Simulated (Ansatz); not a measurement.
# SnTeSe monolayer, Janus: phonons and vibrational spectra, part 2 of 3

Wanted: phonon frequencies of SnTeSe monolayer, Janus and what follows from them.

Ansatz 0.2.0; DFT PBE, scalar-relativistic, plane waves, PAW.

So far. Step 2 (Rough relaxation): The program solves this slab on a cell height of its own, 30.0 Å, in place of the one typed.

### Step 4. Relaxing to small forces for the phonons

Phonons need a cell at rest on their own settings, so the relaxation is repeated with tight tolerances on forces and stress, using the mesh and the filling of the phonon run that follows.

Input file input.yaml:

```yaml
crystal:
  lattice:
    - [3.9904841457, 0.0, 0.0]
    - [-1.9952420729, 3.4558606435, 0.0]
    - [0.0, 0.0, 30.0]
  atoms:
    - { symbol: Sn, position: [0.0, 0.0, 0.3353424374] }
    - { symbol: Se, position: [0.3333333333, 0.6666666667, 0.3873877349] }
    - { symbol: Te, position: [0.6666666667, 0.3333333333, 0.2739364943] }
  periodic: [true, true, false]
kpoints:
  mp_grid: { grid: [12, 12, 1] }
hamiltonian:
  xc: pbe
scf:
  occupations: { method: methfessel_paxton, width: 0.15 }
output:
  forces: true
  stress: true
  eigenvalues: true
  write_density: true
  write_potential: true
  elf: true
  volumetric_format: npy
relax:
  adjacent_minimum: "off"
  f_tol: 0.001
  max_steps: 60
  cell: { stress_2d_tol: 0.002 }
```

The run is started by

```console
ansatz run input.yaml --threads 8 --pin off --max-ram 14336MiB --backend cpu --events-out ev --progress --plain --runs-dir out
```

Numbers of over 12 decimals in the logs are rounded to 6 here.

What it wrote:

```text
[...]
Crystal: 3 atoms, lattice volume = 413.717 Å³
Basis set: ecut = 420 eV, 8177 PW (Γ), exchange–correlation on 54×54×432 points (8 copies of the dense FFT grid, shifted against one another)
Bands: 28, of which v1, the nominal top of the filled ones, is band 23 counted from 1 (22 counted from 0)
Symmetry: 6 space group operations
[...]
° read free of the cell's end (the report's vacuum.weakly_bound_levels)
--- Relaxed structure (5 steps of the walk, 4 accepted, 1 SCFs on fresh bases) ---
[...]
cell:  # Å, volume = 413.9343 Å³
    - [3.991534, 2.887519660094373e-11, 0]
    - [-1.995767, 3.456769, 0]
    - [0, 0, 30.0]
  atoms:
    - { symbol: Sn, position: [0, 0, 0.335310] }
    - { symbol: Se, position: [0.333333, 0.666667, 0.387358] }
    - { symbol: Te, position: [0.666667, 0.333333, 0.273999] }
[key lines of the parts left out:]
SCF converged after 8 iterations
Free energy (F): -18473.773354 eV
Fermi energy:    -5.225921 eV
P = ½ c Tr σ = 0.0002 N/m
```

Wall time 19 s (8 threads of Arm Neoverse V2, shared host); peak memory 1.1 GiB.

Little changed from the start: no atom moved by 0.005 Å and no cell edge by 0.1 %.

This step gave:

| Item | Value |
| --- | --- |
| area per atom | 4.599 Å² |

ELF in the ac plane at fractional y = 0.000, with atoms of Sn within 0.2 Å of it. It is the smooth field of the valence electrons, not physical close to the nuclei.

Values, 24 rows by 14 columns, each cell a mean:
```
0.00 0.00 0.00 0.00 0.00 0.00 0.00 0.00 0.00 0.00 0.00 0.00 0.00 0.00
0.00 0.00 0.00 0.00 0.00 0.00 0.00 0.00 0.00 0.00 0.00 0.00 0.00 0.00
0.00 0.00 0.00 0.00 0.00 0.00 0.00 0.00 0.00 0.00 0.00 0.00 0.00 0.00
0.00 0.00 0.00 0.00 0.00 0.00 0.00 0.00 0.00 0.00 0.00 0.00 0.00 0.00
0.00 0.00 0.00 0.00 0.00 0.00 0.00 0.00 0.00 0.00 0.00 0.00 0.00 0.00
0.00 0.00 0.00 0.00 0.00 0.00 0.00 0.00 0.00 0.00 0.00 0.00 0.00 0.00
0.00 0.00 0.00 0.00 0.00 0.00 0.00 0.00 0.00 0.00 0.00 0.00 0.00 0.00
0.00 0.00 0.00 0.00 0.00 0.00 0.00 0.00 0.00 0.00 0.00 0.00 0.00 0.00
0.00 0.00 0.00 0.00 0.00 0.00 0.00 0.00 0.00 0.00 0.00 0.00 0.00 0.00
0.00 0.00 0.00 0.00 0.00 0.00 0.00 0.00 0.00 0.00 0.00 0.00 0.00 0.00
0.00 0.00 0.00 0.00 0.00 0.00 0.00 0.00 0.00 0.00 0.00 0.00 0.00 0.00
0.00 0.00 0.00 0.00 0.00 0.00 0.00 0.00 0.00 0.00 0.00 0.00 0.00 0.00
0.00 0.00 0.00 0.00 0.01 0.02 0.03 0.04 0.03 0.02 0.01 0.00 0.00 0.00
0.01 0.01 0.03 0.09 0.20 0.34 0.42 0.44 0.40 0.30 0.17 0.07 0.02 0.01
0.12 0.13 0.18 0.31 0.49 0.63 0.68 0.69 0.67 0.60 0.44 0.26 0.15 0.13
0.11 0.14 0.22 0.29 0.33 0.35 0.33 0.31 0.33 0.35 0.32 0.28 0.19 0.13
0.18 0.20 0.28 0.35 0.41 0.43 0.41 0.39 0.41 0.43 0.39 0.33 0.25 0.20
0.08 0.10 0.19 0.38 0.56 0.64 0.64 0.63 0.64 0.63 0.52 0.32 0.15 0.09
0.01 0.02 0.05 0.14 0.29 0.44 0.51 0.54 0.50 0.40 0.25 0.11 0.03 0.01
0.00 0.00 0.00 0.01 0.02 0.04 0.05 0.06 0.05 0.03 0.02 0.01 0.00 0.00
0.00 0.00 0.00 0.00 0.00 0.00 0.00 0.00 0.00 0.00 0.00 0.00 0.00 0.00
0.00 0.00 0.00 0.00 0.00 0.00 0.00 0.00 0.00 0.00 0.00 0.00 0.00 0.00
0.00 0.00 0.00 0.00 0.00 0.00 0.00 0.00 0.00 0.00 0.00 0.00 0.00 0.00
0.00 0.00 0.00 0.00 0.00 0.00 0.00 0.00 0.00 0.00 0.00 0.00 0.00 0.00
```
Columns run along a (4.0 Å), rows up along c (30.0 Å). Atoms in or near the plane, at fractional coordinates: Sn at (0.00, 0.34).

Valence density in the ac plane at fractional y = 0.000, with atoms of Sn within 0.2 Å of it. It is the smooth field of the valence electrons, not physical close to the nuclei.

Ten steps, logarithmic in the rise over the least value, from '0' (0.00 × 1e0 e/Å³) to '9' (7.27 × 1e0 e/Å³), each cell a mean:
```
00000000000000
00000000000000
00000000000000
00000000000000
00000000000000
00000000000000
00000000000000
00000000000000
00000000000000
00000000000000
00000000000000
00000000000000
00000000000000
00000001000000
11112233322111
99643222223579
87533222223467
11122333322111
00000111100000
00000000000000
00000000000000
00000000000000
00000000000000
00000000000000
```
Columns run along a (4.0 Å), rows up along c (30.0 Å). Atoms in or near the plane, at fractional coordinates: Sn at (0.00, 0.34).

Electrostatic potential energy in the ac plane at fractional y = 0.000, with atoms of Sn within 0.2 Å of it. With pseudopotentials it is smooth inside the atoms' cores, unlike the true potential.

Ten even steps from '0' (-9.98 × 1e0 eV) to '9' (0.19 × 1e0 eV), each cell a mean:
```
99999999999999
99999999999999
99999999999999
99999999999999
99999999999999
99999999999999
99999999999999
99999999999999
99999999999999
99999999999999
99999999999999
99999999999999
99999999999999
99999999999999
56676544467766
54002566641014
32013555542113
77765311246777
99998888888999
99999999999999
99999999999999
99999999999999
99999999999999
99999999999999
```
Columns run along a (4.0 Å; values clipped at the 3rd and 97th percentile), rows up along c (30.0 Å). Atoms in or near the plane, at fractional coordinates: Sn at (0.00, 0.34).

The largest force component left is 0.40 meV/Å, within the tolerances set.

### Step 5. Modes at Γ

The zone centre comes first: it holds the modes that light can see, as far as symmetry allows. No field response is asked, since the mesh shows no gap.

input.yaml, the sections that differ from step 4:

```yaml
crystal:
  lattice:
    - [3.9915335516, 0.0, 0.0]
    - [-1.9957667758, 3.4567694557, 0.0]
    - [0.0, 0.0, 30.0]
  atoms:
    - { symbol: Sn, position: [0.0, 0.0, 0.3353097512] }
    - { symbol: Se, position: [0.3333333333, 0.6666666667, 0.3873582613] }
    - { symbol: Te, position: [0.6666666667, 0.3333333333, 0.2739986541] }
  periodic: [true, true, false]
output:
  eigenvalues: true
phonons:
  method: dfpt
# kpoints, hamiltonian, scf: as in step 4
# relax: removed
```

What it wrote:

```text
[...]
Crystal: 3 atoms, lattice volume = 413.934 Å³
Basis set: ecut = 420 eV, 8177 PW (Γ), exchange–correlation on 54×54×432 points (8 copies of the dense FFT grid, shifted against one another)
Bands: 28, of which v1, the nominal top of the filled ones, is band 23 counted from 1 (22 counted from 0)
Symmetry: 6 space group operations
k-points: 43 of 144 (irreducible under 2 space group operations, time reversal used)
[...]
SCF iter   1: F=—  HF=-18473.784970 eV  |F-HF|=—  |Δ(HF+E_count)|=         —  Δρ=1.90e-3  dr2=1.69e-1  ethr=1.77e-3  ⟨swp⟩=14.7  Hψ=8321  notcnv=0
[...]
SCF iter  10: F=-18473.773354 eV  HF=-18473.773354 eV  |F-HF|=1.38e-10  |Δ(HF+E_count)|=  6.29e-10  S|Δr|=    0.00e0  Δρ=3.25e-8  dr2=4.96e-12  ethr=1.00e-12  ⟨swp⟩=16.2  Hψ=8735  notcnv=0
SCF 1 converged in 10 iterations: F = -18473.773354 eV  dr2 = 4.96e-12
[...]
DFPT response loops at Γ: preconditioner auto → none (partly filled bands, converged f_vac=0.758); β = 0.50; Broyden in place of MSR1
SCF converged after 10 iterations
[...]
Free energy (F): -18473.773354 eV
[...]
Internal energy: -18473.772406 eV  (E = F + TS)
E sigma→0 (E₀):  -18473.773117 eV
Entropy (-TS):   -0.000948 eV (-0.316 meV/atom)
Fermi energy:    -5.225921 eV
[...]
--- Band table (eV; the first three rows and the last of 43) ---
  k-point 0: bands = [... 19 lower, -6.4021, -6.4021, -5.1550, -5.1550, -4.5743, -2.5142, -1.6548, -1.6548, ... 1 higher]
  k-point 1: bands = [... 19 lower, -6.8345, -6.5349, -5.6942, -5.1977, -4.1802, -2.2046, -1.6753 (-1.6753°), -1.5049, ... 1 higher]
  k-point 2: bands = [... 19 lower, -6.8495, -6.8482, -6.5036, -5.3231, -3.9210, -2.2368, -1.1597 (-1.1597°), -1.0150, ... 1 higher]
  k-point 42: bands = [... 19 lower, -8.8070, -8.0080, -6.8871, -6.1711, -4.2795, -1.5603, -0.7213, -0.2321, ... 1 higher]
  ° read free of the cell's end (the report's vacuum.weakly_bound_levels)
--- Phonons (Γ-DFPT): 6 representative perturbations + reference, on 43 of 144 k-points (Σ response iterations 23) ---
  k mesh reduced under 2 symmetry operations, with k and −k counted as one. Each operation leaves every solved perturbation unchanged. A smaller set is not used because it would not reduce the number of displacements times k-points to solve
  ASR residual: 7.058e-5 → 0.000e0 eV/Å²; symmetrization residual: 3.668e-5 eV/Å²
  ASR residual per site (eV/Å²): 7.06e-5 3.92e-5 6.82e-5
  Γ frequencies (cm⁻¹): 0.00 0.00 0.00 76.91 76.91 114.83 114.83 129.60 207.01
  non-analytic LO–TO correction: not included (Born effective charges unavailable; polar crystals: no LO–TO splitting at Γ)
```

Run time: 50 s. Hardware: 8 threads; peak memory 2.4 GiB; 6.3 min of CPU time.

This step gave:

```
sum-rule residual before enforcement                    : 7.06e-5 eV/Å²
point group                                             : 3m
highest optical mode at the zone centre (no LO-TO term) : 207.0 cm⁻¹
lowest optical zone-centre mode                         : 76.91 cm⁻¹
```

Patterns of degenerate modes are one choice out of their space. The modes at Γ (shares of kinetic energy by element, %):

| mode | frequency (cm⁻¹) | symmetry | Sn % | Se % | Te % |
| --- | --- | --- | --- | --- | --- |
| 1 | 0.0 | acoustic | 36 | 24 | 39 |
| 2 | 0.0 | acoustic | 36 | 24 | 39 |
| 3 | 0.0 | acoustic | 36 | 24 | 39 |
| 4 | 76.9 | E | 12 | 30 | 58 |
| 5 | 76.9 | E | 12 | 30 | 58 |
| 6 | 114.8 | E | 52 | 46 | 3 |
| 7 | 114.8 | E | 52 | 46 | 3 |
| 8 | 129.6 | A1 | 14 | 27 | 59 |
| 9 | 207.0 | A1 | 50 | 49 | 2 |

Displacements in mode 4 (76.9 cm⁻¹), the largest set to 1:
```
Sn1  0.00 -0.47  0.00
Se2  0.00 -0.91  0.00
Te3  0.00  1.00  0.00
```

Displacements in mode 6 (114.8 cm⁻¹), the largest set to 1:
```
Sn1 -0.05  0.86  0.00
Se2  0.06 -1.00  0.00
Te3  0.01 -0.18  0.00
```

Before it was imposed, the acoustic sum rule was missed by 7.1e-5 eV/Å². Small misses are needed for a sound result but don't prove that mesh and cutoff are converged. The lowest optical mode is real, 76.9 cm⁻¹.

(Part 2 of 3 ends here.)

[Logs are printed without paths, hosts, clocks, repeated set-up lines and the standing remarks that a program may print on its own settings, such as how far it seeks lower states.]

[Hosts, paths, dates, database ids (printed as entryN), source tags and the programs' standing remarks are cut or masked in the printed files.]
